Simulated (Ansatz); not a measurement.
# Au-Al-Au stack of (111) layers: electron–phonon coupling and resistivity, part 2 of 2

Question: is the lattice of Au-Al-Au stack of (111) layers stable, and if so, what are its coupling constant and resistivity?

Ansatz 0.2.0; DFT LDA, scalar-relativistic, plane waves, PAW.

So far, coupling constant λ: step 6 (coupling and resistivity: q 3×3×1, k 9×9×1, scattering …) 0.412; step 7 (k-mesh 12×12×1, scattering mesh 18×18×1) 0.389. Also log mean phonon energy ħω_log (meV): step 6 8.15; step 7 8.31.

## 9. Resistivity: q 6×6×1, k 12×12×1, scattering 24×24×1

The next rung changes the q mesh, which sets the reach of the force constants and couplings; the scattering mesh, which samples the Fermi surface.

input.yaml

```yaml
crystal:
  lattice:
    - [2.9570459928, 0.0, 0.0]
    - [-1.4785229964, 2.5608769499, 0.0]
    - [0.0, 0.0, 33.1530758754]
  atoms:
    - { symbol: Au, position: [0.0, 0.0, 0.178481585] }
    - { symbol: Al, position: [0.3333333333, 0.6666666667, 0.2364266299] }
    - { symbol: Au, position: [0.6666666667, 0.3333333333, 0.2943716748] }
  periodic: [true, true, false]
kpoints:
  mp_grid: { grid: [12, 12, 1] }
hamiltonian:
  xc: lda
scf:
  occupations: { method: methfessel_paxton, width: 0.2 }
output:
  eigenvalues: true
phonons:
  method: dfpt
  qmesh: [6, 6, 1]
  temperatures: { t_max: 1000, t_step: 50 }
  qpath:
    path:
      - [0.0, 0.0, 0.0]
      - [0.5, 0.0, 0.0]
      - [0.33333333, 0.33333333, 0.0]
      - [0.0, 0.0, 0.0]
    npoints: 10
  electrical_resistivity:
    mesh: [24, 24, 1]
    temperatures: [20.0, 50.0, 77.0, 100.0, 150.0, 200.0, 300.0, 400.0, 600.0, 800.0]
```

Command:

```sh
> ansatz run input.yaml --threads 4 --pin off --max-ram 16384MiB --backend cpu --events-out ev --progress --plain --runs-dir out
```

It took 16 min on 4 threads of Arm Neoverse V1, shared host; peak memory 3.3 GiB; 61 min of CPU time.

This step gave:

| Item | Value |
| --- | --- |
| zero point energy | 0.07331 eV/cell |
| share of imaginary modes in the plain interpolation between solved wavevectors | 0 |
| highest frequency, solved or plainly interpolated | 350.4 cm⁻¹ |
| sheet resistance 300K | 130.8 Ω/square, mean in the plane |
| resistivity at 300 K | 43.36 μΩ cm, mean of the axes, of the whole cell with its vacuum |
| coupling constant λ | 0.4374 |
| density of states at the Fermi level | 0.5038 states/eV a spin and cell |
| log mean phonon energy ħω_log | 6.402 meV |
| transport coupling constant λ_tr | 0.3937, 0.3937, 0 (xx, yy, zz) |
| Drude plasma energy | 3.319, 3.319, 0 eV (xx, yy, zz), of the whole cell with its vacuum |
| second-moment phonon energy ħω₂ | 13.84 meV, from the broadened α²F curve |

The self-energy step met imaginary modes, so this run fell back to plain Fourier phonons and is not comparable with runs that kept it. Some states were left unconverged by the eigensolver. By its own test the run is not converged in the mesh. λ = 0.437 and 131 Ω per square at 300 K, against 0.389 and 127 in the run with q 3×3×1, k 12×12×1, scattering 18×18×1 (+12.5 % and +2.8 %). The run's own test puts 13 % between its two finest meshes on the component of the resistivity at 300 K that moves most, more than that change. By the run's own test λ moves by 17 % between its two finest scattering meshes.

## 10. All levels side by side

Times are for 4 threads of Arm Neoverse V1, shared host. Results by setting:

```csv
no.,run,"sheet resistance 300K (Ω/square, mean in the plane)",coupling constant λ,log mean phonon energy ħω_log (meV),time,memory (GiB)
1,"q 3×3×1, k 9×9×1, scattering 12×12×1",133.8,0.4121,8.151,2.9 min,2.6
2,"q 3×3×1, k 12×12×1, scattering 18×18×1",127.2,0.3887,8.311,4.6 min,2.6
3,"q 6×6×1, k 12×12×1, scattering 24×24×1",130.8,0.4374,6.402,16 min,3.3
```

The runs together, line α²F. Table of Eliashberg function α²F, α²F by phonon energy; read off at these points:

```csv
phonon energy (meV),"q 3×3×1, k 9×9×1, scattering 12×12×1","q 3×3×1, k 12×12×1, scattering 18×18×1","q 6×6×1, k 12×12×1, scattering 24×24×1"
2.0,0.00612,0.00935,0.0330
4.0,0.0330,0.0386,0.0601
5.5,0.586,0.147,0.163
6.0,0.167,0.338,0.227
6.5,0.113,0.276,0.243
8.0,0.0959,0.154,0.118
8.5,0.146,0.109,0.0952
9.1,0.106,0.225,0.180
10.0,0.112,0.0474,0.0790
12.0,0.134,0.112,0.0773
14.0,0,0,0.00264
16.0,0,0,0
18.0,0,0,0
20.0,0,0,0
22.0,0,0,0
24.0,0.0140,0.00891,0.00526
26.0,0.0239,0.0212,0.0161
28.0,0.0342,0.0314,0.0264
30.0,0.0424,0.0371,0.0336
32.0,0.0568,0.0492,0.0413
34.0,0.0751,0.0572,0.0505
36.0,0.253,0.220,0.150
36.3,0.287,0.226,0.201
38.0,0.0685,0.172,0.119
40.0,0.0222,0.0165,0.0177
42.0,0.0182,0.0266,0.0197
```

## 11. All runs side by side

Series, by row:

```csv
run,change,level of theory,method,q mesh or supercell,k mesh,scattering mesh,smearing,N(E_F) (states/eV/spin),lambda,omega_log (meV),"rho 300 K, whole cell (μΩ cm)",core-minutes,wall (s)
b,-,"LDA, scalar-relativistic, PAW",dfpt,3x3x1,9x9x1,12x12x1,methfessel_paxton 0.2,0.528,0.4121,8.151,44.35,11,180
c,-,"LDA, scalar-relativistic, PAW",dfpt,3x3x1,12x12x1,18x18x1,methfessel_paxton 0.2,0.5233,0.3887,8.311,42.17,18,280
d,-,"LDA, scalar-relativistic, PAW",dfpt,6x6x1,12x12x1,24x24x1,methfessel_paxton 0.2,0.5038,0.4374,6.402,43.36,61,930
```

## 12. Outcome

* run: LDA, q 6×6×1, k 12×12×1, scattering 24×24×1
* coupling constant λ: 0.437
* log mean phonon energy ħω_log: 6.40 meV
* states at the Fermi level: 0.504 states/eV/spin/cell
* sheet resistance at 300 K: 131 Ω per square
* change between its two finest scattering meshes: λ 17 %, resistivity at 300 K 13 %
* time of that run: 16 min
* mean coupling λ at the supercell's wavevectors, LDA, k 10×10×1, width 0.298 eV: 0.313

In words: On the last rung that gave a resistivity at the base settings (q 6×6×1, k 12×12×1, scattering 24×24×1), Au-Al-Au stack of (111) layers has λ = 0.44 and a phonon-limited sheet resistance of 131 Ω per square at 300 K. Couplings at a small supercell's wavevectors rest on few pairs of levels; they show trends and are no converged coupling constant. Across the runs of step 10 the sheet resistance 300K runs from 127 Ω/square, mean in the plane (q 3×3×1, k 12×12×1, scattering 18×18×1) to 134 Ω/square, mean in the plane (q 3×3×1, k 9×9×1, scattering 12×12×1), while the wall time spans a factor of 5.3. The coupling is moderate (λ = 0.44), so phonons raise the electrons' mass at the Fermi surface by about 44 %, if this value holds on finer meshes. By the run's own test λ moves by 17 % between the two scattering meshes. Values of ρ(T) under 50 K rest on the softest modes, mostly interpolated ones, and are the least sure of the table. The high-temperature form ρ = 2π k_B T λ_tr/(ħ ε₀ ω_p²) gives 43.2 μΩ cm along x at 300 K, against 43.4 from the Boltzmann equation. The three lowest branches give 63 % of λ. By the run's own test, which takes the component that moves most, the resistivity at 300 K moves by 13 % between its two finest scattering meshes, so it is not converged. In the run quoted no mode is imaginary at the wavevectors of the 6×6×1 mesh; wavevectors off that mesh are interpolated. Only scattering by harmonic phonons counts; impurities, grain boundaries and thermal expansion are left out. The resistivity belongs to the whole cell, vacuum included; the sheet resistance is the quantity that does not depend on the vacuum. Spin–orbit coupling, left out here, matters for Au. The c of the given cell is the typed one; the program laid its own vacuum and ran the layer in a cell 33.2 Å high. The structure was built by hand as an ordered model, and its stability against other phases was not tested.

[Logs are printed without paths, hosts, clocks, repeated set-up lines and the standing remarks that a program may print on its own settings, such as how far it seeks lower states.]

[Hosts, paths, dates, database ids (printed as entryN), source tags and the programs' standing remarks are cut or masked in the printed files.]
